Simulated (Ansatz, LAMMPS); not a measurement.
# Glassy 65SnO2-35SiO2 (mol %) (60 atoms) under strain: runs compared

Aim: relax glassy 65SnO2-35SiO2 (mol %) (60 atoms), then change its volume and shape to read moduli from the stress.

Computed with Ansatz 0.2.0: Kohn-Sham DFT, PBE, PAW (set soft_2), plane waves.

## Step 1: The cell as built

The cell holds 60 atoms: 13 Sn, 7 Si and 40 O. Cell: a = 9.248 Å, b = 9.248 Å, c = 9.248 Å, α = 90.0°, β = 90.0°, γ = 90.0°. 60 atoms (13 Sn, 7 Si, 40 O) placed at random at 4.63 g/cm³, melted at 4000 K for 10 ps at fixed volume with the Morse and Coulomb pair potential with partial charges (Pedone, Malavasi, Menziani, Cormack and Segre, J. Phys. Chem. B 110, 11780 (2006)). Quenched from 4000 K to 300 K at 10 K/ps and fixed volume, held 10 ps at zero pressure, then minimised at fixed cell.

Limits known from the start: The quench rate of 10 K/ps far exceeds what a furnace or splat quench reaches, so expect more defects and frozen-in strain than in a real sample. The starting topology of bonds comes from the classical model, and needn't be the one that DFT or experiment would give. The Brillouin zone is sampled at Γ only.

## Step 2: The reference run

The reference is a single point at the end of the relaxation.

Every strained cell starts from the geometry of this run, and its atoms are relaxed with the cell held.

Its input, with most atom lines left out:

```yaml
crystal:
  lattice:
    - [9.12145, -0.03316, 0.03202]
    - [-0.03316, 9.65148, -0.37089]
    - [0.03202, -0.37089, 9.13601]
  atoms:
    - { symbol: Sn, position: [0.41078, 0.89062, 0.47788] }
    - { symbol: Sn, position: [0.021, 0.7292, 0.38705] }
    - { symbol: Sn, position: [0.31238, 0.30116, 0.02054] }
    - { symbol: Sn, position: [0.99476, 0.40199, 0.15645] }
    - { symbol: Sn, position: [0.66228, 0.83499, 0.79667] }
    - { symbol: Sn, position: [0.60006, 0.5127, 0.98161] }
    - { symbol: Sn, position: [0.91945, 0.28405, 0.83317] }
    [... atom lines 8 to 60 left out ...]
kpoints:
  mp_grid: { grid: [1, 1, 1] }
hamiltonian:
  xc: pbe
scf:
  occupations: { method: fixed }
output:
  forces: true
  stress: true
  populations: intrinsic
  dos:
    method: { smearing: { sigma: 0.08 } }
    de: 0.1
    projected: { site_lists: { O: [O], Si: [Si], Sn: [Sn] } }
  eigenvalues: true
  write_density: true
  write_potential: true
  volumetric_format: npy
```

| Property | Result |
| --- | --- |
| free energy per atom | -1757.8797 eV/atom |
| r.m.s. force component | 0.00486 eV/Å |
| pressure | -0.002175 GPa |

Filled and empty levels are parted by 1.28 eV (at Γ alone); a semilocal functional tends to put such gaps too low. In a disordered cell it changes from sample to sample, and tail or defect levels can set it.

## Step 3: The runs

Each row is one run, on 4 threads of Arm Neoverse V2, shared host. The free energy is the program's total, comparable only between runs with the same functional, potentials and atoms.

```tsv
run	atoms	outcome	ionic steps, all passes	free energy (eV)	time	host memory (GiB)
Single point at the start	60	converged	-	-105469.453	4.8 s	0.92
Cell and atoms relaxed	60	converged	27	-105472.781	2.2 min	0.96
Single point at the relaxed geometry	60	converged	-	-105472.781	7.9 s	1.0
Volume -3 %	60	converged	5	-105472.537	27 s	0.98
Volume +3 %	60	converged	6	-105472.573	36 s	1.0
Volume -6 %	60	converged	7	-105471.799	40 s	0.95
Volume +6 %	60	converged	12	-105472.012	77 s	1.0
Volume -10 %	60	converged	8	-105469.944	43 s	0.93
Stretched by 1 % along x	60	converged	5	-105472.742	31 s	1.0
Compressed by 1 % along x	60	converged	5	-105472.731	30 s	1.0
Sheared by 2 % in xy	60	converged	7	-105472.730	40 s	1.0
```

In some runs the program notes that the SCF threshold is loose for the stress.

## Step 4: Pressure against volume

Atoms are relaxed at each volume, in the scaled cell.

```tsv
volume change (%)	volume (Å³/atom)	energy change (meV/atom)	pressure (GPa)	largest move on relaxing (Å)	bonds	gap (eV)
-10	12.045	47.28	12.07	0.37	106	1.69
-6	12.581	16.37	6.72	0.28	105	1.54
-3	12.982	4.06	3.31	0.06	104	1.46
+0	13.384	0.00	0.00	-	104	1.28
+3	13.785	3.46	-2.79	0.06	103	1.09
+6	14.187	12.81	-4.12	0.46	101	0.929
```

## Step 5: Uniaxial strain and shear

Stress (GPa, compression positive) less that of the relaxed cell, atoms relaxed:

```tsv
strain	xx	yy	zz	xy	energy change (meV/atom)
stretched by 1 % along x	-1.493	-0.693	-0.741	-0.072	0.65
compressed by 1 % along x	1.566	0.724	0.751	0.067	0.82
sheared by 2 % in xy	-0.102	0.013	0.032	-1.041	0.84
```

## Step 6: Outcome

The bulk modulus, from the slope of pressure against ln V over the three points nearest the relaxed volume, is 102 GPa; between neighbouring points the slope runs 123, 108, 109, 94 and 46 GPa from the smallest volume up, without a steady fall, so no pressure derivative is given. The count of bonds runs from 101 to 106 over the series, so at some points contacts cross the cutoffs. The gap goes from 1.69 eV at the smallest volume to 0.929 eV at the largest, -4.7 eV per unit of ln V by a straight line, on the run's k-points. In the Cartesian axes of the cell, finite differences give C11 = 153, C12 = 70.8, C13 = 74.6 and C66 = 52.1 GPa (the shear of 2 % is the engineering strain, εxy = 0.01). The mean of C11, C12 and C13, which equals the bulk modulus in a cubic or isotropic solid, is 99.5 GPa: it agrees with the bulk modulus within 10 %. For an isotropic solid C66 would equal (C11 − C12)/2 = 41.1 GPa; so small a sample needn't be isotropic, and C66 rests on one shear. With the bulk modulus and C66 as K and G, Young's modulus would be about 133 GPa and Poisson's ratio 0.28.

**Limits.** Strains are finite and relaxations stop at the force tolerance of the input, which can leave moduli too stiff; they are those of a static cell at zero temperature. Volumes are changed with the cell's shape held, so in an anisotropic solid the modulus lies over the one under free hydrostatic load. The program notes that the SCF threshold of the relaxations is loose for the stress.

The DFT runs together took 7.8 min of wall time.

[Logs are printed without paths, hosts, clocks, repeated set-up lines and the standing remarks that a program may print on its own settings, such as how far it seeks lower states.]

[Hosts, paths, dates, database ids (printed as entryN), source tags and the programs' standing remarks are cut or masked in the printed files.]
